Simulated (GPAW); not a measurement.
**O K-edge XANES of MnO2 (Pnnm)**

What does one-electron theory with a core hole give for the O K edge of MnO2 (Pnnm)?

Method: X-ray absorption from dipole matrix elements to empty bands, plane-wave PAW LDA+U, in GPAW 26.7.0.

**1. The starting structure**

It takes space group Pnnm (No. 58, orthorhombic). The conventional cell has a = 4.331 Å, b = 4.462 Å, c = 2.862 Å, α = 90.00°, β = 90.00°, γ = 90.00°. Mn has 6 O at 1.88 to 1.90 Å nearest. Nearest to O lie 3 Mn at 1.88 to 1.90 Å. Farther neighbours and most contacts between anions are not listed.

Structure file:

```cif
data_structure
_symmetry_space_group_name_H-M 'Pnnm'
_symmetry_Int_Tables_number 58
_cell_length_a 4.3306
_cell_length_b 4.4623
_cell_length_c 2.8625
_cell_angle_alpha 90.000
_cell_angle_beta 90.000
_cell_angle_gamma 90.000
_cell_volume 55.32
loop_
_atom_site_label
_atom_site_type_symbol
_atom_site_symmetry_multiplicity
_atom_site_Wyckoff_symbol
_atom_site_fract_x
_atom_site_fract_y
_atom_site_fract_z
_atom_site_occupancy
Mn1 Mn 2 a 0.50000 0.50000 0.50000 1
O1 O 4 g 0.21399 0.82296 0.50000 1
```

**2. Ground state of the crystal**

A plain self-consistent run shows whether there is a gap and which moments survive; both decide the set-up of the core-hole run.

Contents of scf.py:

```python
import numpy as np
from ase import Atoms
from ase.parallel import parprint, paropen
from gpaw import GPAW, PW, FermiDirac, Mixer, MixerDif, setup_paths
from gpaw.test import gen
setup_paths.insert(0, '.')
gen('O', name='nch1s', xcname='LDA', corehole=(1, 0, 0), write_xml=True)
from gpaw.mpi import world
world.barrier()

atoms = Atoms('Mn2O4',
    cell=[[4.33057597, 0, 0],
     [0, 4.46231267, 0],
     [0, 0, 2.8624768]],
    scaled_positions=[[0.5, 0.5, 0.5],
     [0, 0, 0],
     [0.21399236, 0.82296267, 0.5],
     [0.28600764, 0.32296267, 0],
     [0.71399236, 0.67703733, 0],
     [0.78600764, 0.17703733, 0.5]],
    magmoms=[4.0, -4.0, 0.0, 0.0, 0.0, 0.0],
    pbc=True)
atoms.calc = calc = GPAW(legacy_gpaw=True, mode=PW(500), xc='LDA', setups={'Mn': ':d,3.9', 2: 'nch1s'},
    kpts={'size': (6, 6, 9), 'gamma': True}, occupations=FermiDirac(0.05),
    charge=0, mixer=MixerDif(0.05, 8, 50), maxiter=150,
    convergence={'density': 0.0001}, txt='scf.txt')
energy = atoms.get_potential_energy() + calc.get_reference_energy()
ef = calc.get_fermi_level()
out = dict(energy=energy, fermi=ef, forces=atoms.get_forces().tolist(), magmoms=atoms.get_magnetic_moments().tolist())
parprint(f'all-electron energy {energy:.4f} eV, Fermi level {ef:.4f} eV')
ev = np.array([[calc.get_eigenvalues(k, s) for k in range(len(calc.get_ibz_k_points()))] for s in range(calc.get_number_of_spins())])
out['homo'], out['lumo'], out['counts'] = ev[ev < ef].max(), ev[ev > ef].min(), sorted(set((ev < ef).sum((0, 2)).tolist()))
out['filled'] = (ev[:, 0] < ef).sum(1).tolist()
import json
with paropen('out.json', 'w') as f:
    json.dump(out, f)
```

The run is started by

```
$ OMP_NUM_THREADS=1 mpirun -n 4 gpaw python scf.py
```

Numbers of over 12 decimals in the logs are rounded to 6 here.

Log:

```text
Input parameters:
  convergence: {density: 0.0001}
  kpts: {gamma: True,
         size: (6, 6, 9)}
  maxiter: 150
  mixer: {backend: pulay,
          beta: 0.05,
          method: difference,
          nmaxold: 8,
          weight: 50}
  mode: {ecut: 500.0,
         name: pw}
  occupations: {fixmagmom: False,
                name: fermi-dirac,
                width: 0.05}
  setups: {2: nch1s,
           Mn: :d,3.9}

Initialize ...

[... PAW data sets ...]

Reference energy: -71022.576221  # eV

Spin-polarized calculation.
Initial magnetic moment: 0.000000

[... convergence settings ...]
Symmetries present (total): 2
  [... symmetry matrices ...]

324 k-points: 6 x 6 x 9 Monkhorst-Pack grid + [1/12,1/12,0.000000]
100 k-points in the irreducible part of the Brillouin zone
       k-points in crystal coordinates                weights
   0:     0.00000000    0.00000000    0.00000000          1/324
   1:     0.00000000    0.00000000    0.11111111          2/324
   2:     0.00000000    0.00000000    0.22222222          2/324
   3:     0.00000000    0.00000000    0.33333333          2/324
   4:     0.00000000    0.00000000    0.44444444          2/324
   5:     0.00000000    0.16666667    0.00000000          2/324
   6:     0.00000000    0.16666667    0.11111111          4/324
   7:     0.00000000    0.16666667    0.22222222          4/324
   8:     0.00000000    0.16666667    0.33333333          4/324
   9:     0.00000000    0.16666667    0.44444444          4/324
          ...
  99:     0.50000000    0.50000000    0.44444444          2/324

Wave functions: Plane wave expansion
  Cutoff energy: 500.000 eV
  Number of coefficients (min, max): 1384, 1429
  Pulay-stress correction: 0.000000 eV/Ang^3 (de/decut=0.000000)
  Using FFTW library
  Wavefunction extrapolation:
    Improved wavefunction reuse through dual PAW basis

Occupation numbers: Fermi-Dirac:
  width: 0.0500  # eV

Eigensolver
   Davidson(niter=2)

Densities:
  Coarse grid: 24*24*15 grid
  Fine grid: 48*48*30 grid
  Total Charge: 0.000000

Density mixing:
  Method: difference
  Backend: pulay
  Linear mixing parameter: 0.05
  old densities: 8
  Width of damping distribution: 1.1
  Damping of long wavelength oscillations: 50

[... Hamiltonian set-up ...]
Number of atoms: 6
Number of atomic orbitals: 42
Number of bands in calculation: 37
Number of valence electrons: 54
Bands to converge: occupied

... initialized

Initializing position-dependent things.

Density initialized from atomic densities
Creating initial wave functions:
  37 bands from LCAO basis set

Positions:
   0 Mn     2.165288    2.231156    1.431238    ( 0.0000,  0.0000,  4.0000)
   1 Mn     0.000000    0.000000    0.000000    ( 0.0000,  0.0000, -4.0000)
   2 O      0.926710    3.672317    1.431238    ( 0.0000,  0.0000,  0.0000)
   3 O      1.238578    1.441160    0.000000    ( 0.0000,  0.0000,  0.0000)
   4 O      3.091998    3.021152    0.000000    ( 0.0000,  0.0000,  0.0000)
   5 O      3.403866    0.789996    1.431238    ( 0.0000,  0.0000,  0.0000)

Unit cell:
           periodic     x           y           z      points  spacing
  1. axis:    yes    4.330576    0.000000    0.000000    24     0.1804
  2. axis:    yes    0.000000    4.462313    0.000000    24     0.1859
  3. axis:    yes    0.000000    0.000000    2.862477    15     0.1908

  Lengths:   4.330576   4.462313   2.862477
  Angles:   90.000000  90.000000  90.000000

Effective grid spacing dv^(1/3) = 0.1857

iter:   1   -52.508709                   -0.0000
iter:   2   -52.371373   -1.00  -1.09    -0.0000
iter:   3   -49.917118   -0.58  -1.14    +0.0000
iter:   4   -49.296545   -2.45  -1.52    -0.0000
iter:   5   -49.147706   -2.58  -1.53    -0.0000
iter:   6   -49.143409   -2.32  -1.54    -0.0000
iter:   7   -49.182399   -3.45  -2.33    +0.0000
iter:   8   -49.241495   -3.49  -2.27    +0.0000
iter:   9   -49.125710   -2.45  -2.15    +0.0000
iter:  10   -49.121594   -3.12  -2.47    +0.0000
iter:  11   -49.117255c  -4.56  -2.94    -0.0000
iter:  12   -49.119362c  -5.08  -3.36    -0.0000
iter:  13   -49.120928c  -5.02  -3.56    +0.0000
iter:  14   -49.121223c  -5.41  -3.24    +0.0000
iter:  15   -49.121391c  -5.89  -3.49    +0.0000
iter:  16   -49.121345c  -5.80  -3.47    +0.0000
iter:  17   -49.121339c  -6.08  -4.05c   -0.0000
iter:  18   -49.121345c  -6.90  -4.61c   -0.0000
iter:  19   -49.121341c  -6.61  -4.11c   +0.0000
iter:  20   -49.121341c  -7.67c -4.61c   +0.0000

Converged after 20 iterations.

Dipole moment: (-0.000000, 0.000000, 0.000000) |e|*Ang

Total magnetic moment: (0.000000, 0.000000, 0.000000)
Local magnetic moments:
   0 Mn ( 0.000000,  0.000000,  2.901859)
   1 Mn ( 0.000000,  0.000000, -2.901866)
   2 O  ( 0.000000,  0.000000, -0.013858)
   3 O  ( 0.000000,  0.000000,  0.013857)
   4 O  ( 0.000000,  0.000000,  0.013857)
   5 O  ( 0.000000,  0.000000, -0.013858)

Energy contributions relative to reference atoms: (reference = -71022.576221)

Kinetic:        +30.612861
Potential:      -32.254930
External:        +0.000000
XC:             -47.572574
Entropy (-ST):   -0.000048
Local:           +0.093325
SIC:             +0.000000
--------------------------
Free energy:    -49.121365
Extrapolated:   -49.121341

Spin contamination: 3.171179 electrons
Showing only first 2 kpts
                      Up                     Down
 Kpt  Band  Eigenvalues  Occupancy  Eigenvalues  Occupancy
  0    25      5.10284    1.00000      5.10284    1.00000
  0    26      5.57151    0.99798      5.57152    0.99798
  0    27      6.12177    0.00816      6.12178    0.00816
  0    28      7.16962    0.00000      7.16968    0.00000

  1    25      5.07630    1.00000      5.07630    1.00000
  1    26      5.45737    0.99979      5.45738    0.99979
  1    27      6.25257    0.00060      6.25260    0.00060
  1    28      7.31282    0.00000      7.31286    0.00000

Fermi level: 5.88174

Gap: 0.550 eV
Transition (v -> c):
  (s=1, k=0, n=26, [0.00, 0.00, 0.00]) -> (s=0, k=0, n=27, [0.00, 0.00, 0.00])
No difference between direct/indirect transitions

Forces in eV/Ang:
  0 Mn    0.00000   -0.00000    0.00000
  1 Mn   -0.00000   -0.00000    0.00000
  2 O    -0.09367   -0.02450    0.00000
  3 O     0.09366   -0.02452    0.00000
  4 O    -0.09366    0.02452    0.00000
  5 O     0.09367    0.02450    0.00000
Scalar-relativistic atomic LDA calculation for O (Oxygen, Z=8)
Core hole in 1s state (1s occupation: 2.0)
300 radial gridpoints.
|------------------------------------------------|
|------------------------------------------------|
[... the atom generator's iteration count ...]

Energy contributions:
-------------------------
Kinetic:      +74.266897
XC:            -7.772280
Potential:   -141.018865
-------------------------
Total:        -74.524248

state      eigenvalue         ekin         rmax
-----------------------------------------------
1s^2.0 :   -18.772897    28.821965        0.130
2s^2.0 :    -0.872866     3.204810        0.874
2p^4.0 :    -0.337925     2.553337        0.813
-----------------------------------------------
(units: Bohr and Hartree)

Generating PAW setup
Kinetic energy of the core from tauc = 57.689706
Cutoffs:
rc(s)=1.300
rc(p)=1.130
rc(d)=1.170
rc(vbar)=1.300
rc(comp)=1.260
rc(nct)=1.300

Kinetic energy of the core states: 57.643930
Charge: 0.0
Core electrons: 2.0
Valence electrons: 6.0
Pseudo-core charge: 0.000776
Shape function alpha=6.299
Pseudo-electron charge 5.666261
state    eigenvalue         norm
--------------------------------
2s(2) :    -0.872866     1.079797
*s    :     0.127134
2p(4) :    -0.337925     0.876472
*p    :     0.662075
*d    :     0.000000
--------------------------------

Diagonalizing with gridspacing h=0.050

state   all-electron     PAW
-------------------------------
2s:      -0.872866    -0.873954
2p:      -0.337925    -0.341740
*d:                    0.050276
*f:                    0.077289
-------------------------------
all-electron energy -71071.6976 eV, Fermi level 5.8817 eV
```

Wall time 76 s (4 MPI ranks of Arm Neoverse V1, shared host); peak memory 0.28 GiB; 5 min of CPU time.

The mesh shows a gap of 0.55 eV, so the hole is first treated in a charged cell, without the excited electron.

Site moments (μB): 2.90, -2.90, -0.01, 0.01, 0.01, -0.01.

**3. Spectrum without a core hole, O atom 3**

Without a hole the spectrum is the empty density of states of the right symmetry on the absorber, weighted by matrix elements. It needs only the small cell and serves as the baseline. The data set with a hole of occupation 0 only carries the core orbital.

The absorber has 2 Mn at 1.88 Å and 1 Mn at 1.90 Å (distorted trigonal planar, site symmetry m).

Contents of xas.py:

```python
import numpy as np
from ase import Atoms
from ase.parallel import parprint, paropen
from gpaw import GPAW, PW, FermiDirac, Mixer, MixerDif, setup_paths
from gpaw.test import gen
setup_paths.insert(0, '.')
gen('O', name='nch1s', xcname='LDA', corehole=(1, 0, 0), write_xml=True)
from gpaw.mpi import world
world.barrier()

atoms = Atoms('Mn2O4',
    cell=[[4.33057597, 0, 0],
     [0, 4.46231267, 0],
     [0, 0, 2.8624768]],
    scaled_positions=[[0.5, 0.5, 0.5],
     [0, 0, 0],
     [0.21399236, 0.82296267, 0.5],
     [0.28600764, 0.32296267, 0],
     [0.71399236, 0.67703733, 0],
     [0.78600764, 0.17703733, 0.5]],
    magmoms=[4.0, -4.0, 0.0, 0.0, 0.0, 0.0],
    pbc=True)
atoms.calc = calc = GPAW(legacy_gpaw=True, mode=PW(500), xc='LDA', setups={'Mn': ':d,3.9', 2: 'nch1s'},
    kpts={'size': (6, 6, 9), 'gamma': True}, occupations=FermiDirac(0.02),
    charge=0, mixer=MixerDif(0.05, 8, 50), maxiter=150,
    convergence={'density': 0.0001}, txt='scf.txt')
energy = atoms.get_potential_energy() + calc.get_reference_energy()
ef = calc.get_fermi_level()
out = dict(energy=energy, fermi=ef, forces=atoms.get_forces().tolist(), magmoms=atoms.get_magnetic_moments().tolist())
parprint(f'all-electron energy {energy:.4f} eV, Fermi level {ef:.4f} eV')
ev = np.array([[calc.get_eigenvalues(k, s) for k in range(len(calc.get_ibz_k_points()))] for s in range(calc.get_number_of_spins())])
out['homo'], out['lumo'], out['counts'] = ev[ev < ef].max(), ev[ev > ef].min(), sorted(set((ev < ef).sum((0, 2)).tolist()))
out['filled'] = (ev[:, 0] < ef).sum(1).tolist()

from ase.units import Ha
from gpaw.xas import dipole_matrix_elements
nb = int(calc.get_number_of_electrons() / 2) + 46
top = nb
nscf = calc.fixed_density(kpts={'size': (4, 4, 5), 'gamma': True},
    convergence={'eigenstates': 1.0}, txt='nscf.txt')
nscf.diagonalize_full_hamiltonian(nbands=nb)
cell = atoms.cell.array
ops = [cell.T @ U.T @ np.linalg.inv(cell.T) for U in nscf.wfs.kd.symmetry.op_scc]
filled = [27, 27]  # bands filled in the ground state, by spin
E = np.arange(-25, 34, 0.1)
fwhm = np.interp(E, [4, 25], [0.9, 3.5])
Y, X, zero, highest = 0, 0, 1e9, 1e9
for spin in range(nscf.get_number_of_spins()):
    wfs = nscf.wfs
    A = dipole_matrix_elements(wfs.setups[2])
    eps = np.zeros((wfs.kd.nibzkpts, nb))
    d = np.zeros((3, A.shape[1], wfs.kd.nibzkpts, nb), complex)
    for kpt in wfs.kpt_u:
        if kpt.s == spin and 2 in kpt.P_ani:
            eps[kpt.k] = kpt.eps_n * Ha
            d[:, :, kpt.k] = (kpt.weight * wfs.nspins / 2) ** 0.5 * np.inner(A, kpt.P_ani[2])
    world.sum(eps)
    world.sum(d)
    T = np.einsum('amkn,bmkn->abkn', d, d.conj()).real
    T = sum(np.einsum('ai,ijkn,bj->abkn', R, T, R) for R in ops) / len(ops)
    empty = np.ones_like(eps, bool) & (np.arange(nb) >= filled[spin])
    zero, highest = min(zero, eps[empty].min()), min(highest, eps[:, top - 1].min())
    lines = [(eps, T, empty)] if spin == 0 else lines + [(eps, T, empty)]
for eps, T, empty in lines:
    f = np.einsum('aakn->akn', T).reshape(3, -1)
    x = eps.ravel() - zero
    w = np.interp(x, E, fwhm) / 2.35482
    g = np.exp(-0.5 * ((E[:, None] - x) / w) ** 2) / (w * (2 * np.pi) ** 0.5)
    Y = Y + (f * empty.ravel()) @ g.T
    X = X + (f * ~empty.ravel()) @ g.T
out.update(E=E.round(2).tolist(), xas=Y.tolist(), xes=X.tolist(), zero=zero, valid=highest - zero, nk=len(eps), nb=nb)
for i in range(0, len(E), 10):
    parprint(f'{E[i]:7.2f}', *(f'{v:10.3e}' for v in Y[:, i]))
import json
with paropen('out.json', 'w') as f:
    json.dump(out, f)
```

The run is started by

```
$ OMP_NUM_THREADS=1 mpirun -n 4 gpaw python xas.py
```

Log:

```text
Input parameters:
  convergence: {density: 0.0001}
  kpts: {gamma: True,
         size: (6, 6, 9)}
  maxiter: 150
  mixer: {backend: pulay,
          beta: 0.05,
          method: difference,
          nmaxold: 8,
          weight: 50}
  mode: {ecut: 500.0,
         name: pw}
  occupations: {fixmagmom: False,
                name: fermi-dirac,
                width: 0.02}
  setups: {2: nch1s,
           Mn: :d,3.9}

[...]
2s:      -0.872866    -0.873954
2p:      -0.337925    -0.341740
*d:                    0.050276
*f:                    0.077289
-------------------------------
all-electron energy -71071.6976 eV, Fermi level 5.8518 eV
 -25.00 1.731e-252 1.895e-251 3.405e-252
 -24.00 9.677e-243 1.049e-241 1.918e-242
 -23.00 3.457e-233 3.701e-232 6.893e-233
 -22.00 7.895e-224 8.326e-223 1.580e-223
[...]
32.00  9.261e-05  6.868e-05  9.302e-05
  33.00  8.678e-05  6.990e-05  1.080e-04
[key lines of the parts left out:]
Converged after 18 iterations.
Dipole moment: (-0.000000, 0.000000, -0.000000) |e|*Ang
Free energy:    -49.121366
Fermi level: 5.85180
```

It took 3.1 min on 4 MPI ranks; peak memory 0.54 GiB; 12 min of CPU time.

The O K spectrum, O atom 3, no core hole (energy from the lowest empty level; intensity scaled to a mean of 1 over the first 20 eV; polarised curves are means over the symmetry-equivalent atoms):

```
E (eV)  isotropic  ε ∥ x  ε ∥ y  ε ∥ z
  -2.0       0.00   0.00   0.00   0.00
  -1.0       0.00   0.00   0.00   0.00
   0.0       0.09   0.10   0.12   0.07
   1.0       1.53   1.51   1.35   1.72
   2.0       1.29   1.29   1.29   1.30
   3.0       1.70   1.50   1.55   2.06
   4.0       2.17   2.04   2.02   2.47
   5.0       0.53   0.55   0.58   0.47
   6.0       0.00   0.00   0.00   0.00
   7.0       0.00   0.00   0.00   0.00
   8.0       0.03   0.03   0.03   0.02
   9.0       0.14   0.15   0.14   0.15
  10.0       0.38   0.39   0.39   0.35
  11.0       0.77   0.72   0.78   0.83
  12.0       0.98   0.82   0.91   1.21
  13.0       1.08   0.83   0.94   1.47
  14.0       1.42   1.09   1.22   1.97
  15.0       1.93   1.65   1.76   2.36
  16.0       2.02   2.11   2.01   1.94
  17.0       1.72   2.19   1.80   1.17
  18.0       1.20   1.64   1.28   0.67
  19.0       0.71   0.92   0.78   0.44
  20.0       0.48   0.51   0.51   0.41
  21.0       0.41   0.34   0.41   0.49
  22.0       0.42   0.27   0.43   0.57
  23.0       0.45   0.26   0.53   0.57
  24.0       0.49   0.31   0.68   0.49
  25.0       0.53   0.41   0.76   0.41
  26.0       0.54   0.53   0.71   0.37
  27.0       0.51   0.62   0.56   0.36
  28.0       0.48   0.66   0.44   0.35
  29.0       0.46   0.66   0.38   0.35
  30.0       0.45   0.62   0.36   0.37
  31.0       0.45   0.55   0.36   0.42
  32.0       0.45   0.50   0.37   0.50
```

Main maxima below 24 eV (height): 1.3 eV (1.89), 2.7 eV (1.90), 4.2 eV (2.29) and 15.7 eV (2.04). A K edge sees empty p states; the first features are O p mixed into the empty d states of the Mn neighbours, and the broad ones above probably into the cations' higher empty bands.

The same matrix elements for filled bands give the O K emission of O atom 3 (ground-state approximation; energy from the lowest empty level, largest value 1):

```
E (eV)  emission
-24.00      0.00
-23.25      0.00
-22.50      0.00
-21.75      0.00
-21.00      0.00
-20.25      0.00
-19.50      0.00
-18.75      0.00
-18.00      0.00
-17.25      0.00
-16.50      0.00
-15.75      0.00
-15.00      0.00
-14.25      0.00
-13.50      0.00
-12.75      0.00
-12.00      0.00
-11.25      0.00
-10.50      0.00
 -9.75      0.00
 -9.00      0.00
 -8.25      0.07
 -7.50      0.25
 -6.75      0.55
 -6.00      0.62
 -5.25      0.51
 -4.50      0.75
 -3.75      0.92
 -3.00      0.83
 -2.25      0.79
 -1.50      1.00
 -0.75      0.56
  0.00      0.03
  0.75      0.00
  1.50      0.00
  2.25      0.00
  3.00      0.00
```

Emission maxima: -6.2 eV (0.65), -3.6 eV (0.93) and -1.4 eV (1.00).

[end of part 1 of 3]

[Banner, clock and machine lines of the logs are left out without a mark of their own.]

[Logs are printed without paths, hosts, clocks, repeated set-up lines and the standing remarks that a program may print on its own settings, such as how far it seeks lower states.]

[Hosts, paths, dates, database ids (printed as entryN), source tags and the programs' standing remarks are cut or masked in the printed files.]

[Lists of maxima count a maximum above −3 eV only where it reaches 4 % of the highest in the window and stands out from its surroundings by 2 % of it (1.5 % where it reaches 55 %); shoulders and weaker maxima are passed over, and of the rest the first, up to two pre-edge ones and the few strongest are named.]
